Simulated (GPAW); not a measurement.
# Calculated records

Some values are withheld and marked by numbers in brackets.

**Quasiparticle gap of SrAlGeH (P3m1) in GPAW**

The structure is trigonal, space group P3m1 (No. 156). The conventional cell has a = 4.266 Å, b = 4.266 Å, c = 4.967 Å, α = 90.00°, β = 90.00°, γ = 120.00°. Nearest to Sr lie 3 H at 2.51 Å. Nearest to Al lie 1 H at 1.75 Å and 3 Ge at 2.52 Å. Nearest to Ge lie 3 Al at 2.52 Å. Nearest to H lie 1 Al at 1.75 Å and 3 Sr at 2.51 Å. Farther neighbours are not listed.

```xyz
4
Lattice="4.2658 0.0000 0.0000 -2.1329 3.6943 0.0000 0.0000 0.0000 4.9673" Properties=species:S:1:pos:R:3 pbc="T T T"
Sr    0.0000    2.4629    0.0229
Al    0.0000    0.0000    2.2753
Ge    2.1329    1.2314    2.7881
H     0.0000    0.0000    0.5228
```

```
method                               : DFT, LDA, plane waves, PAW (and 1 further level or step)
program                              : GPAW 26.7.0
settings of one run                  : cutoff 600 eV, GPAW PAW setups 1.2.1 data release, 3×3×2 k-mesh, nbands 273
cost                                 : 3 runs, 92 s in all on 4 MPI ranks of Arm Neoverse V1, shared host (the runs of this entry)
notes                                : The cell and positions are those that the Materials Project relaxed with its own functionals (PBE, PBE+U or r2SCAN), kept fixed. Limits: no spin-orbit coupling. Only 3 of the mesh’s irreducible points were corrected, so a valley elsewhere could overtake. Bands and cutoff are finite, so the gap is not at the basis limit. The miss can reach some tenths of an eV and take either sign; the mesh is an error of its own. The 3×3×2 mesh is coarse for this cell, which bears on the long-range parts of exchange and screening.
LDA gap                              : 0.63 eV, indirect
G0W0 gap on the mesh                 : 1.53 eV
G0W0 gap over the zone (rigid shift) : [1]
GW settings                          : 3×3×2 mesh, 122 bands, screening to 78 eV, Godby-Needs plasmon pole
known limits                         : not at the basis limit; no spin-orbit coupling; coarse k mesh
```

Fill in the bracketed values.

[1] G0W0 gap over the zone (rigid shift) (SrAlGeH): 1.14 eV. The mesh misses the band edges by 0.38 eV in all; a rigid shift gives 1.14 eV for the zone.

[Paths, hosts, dates, memory and timing lines, banners, echoed tables and standing remarks are left out of the program output.]

[Logs are printed without paths, hosts, clocks, repeated set-up lines and the standing remarks that a program may print on its own settings, such as how far it seeks lower states.]

[Runs of the session that timed out or met a known fault of the program may be left out.]

[Hosts, paths, dates, database ids (printed as entryN), source tags and the programs' standing remarks are cut or masked in the printed files.]
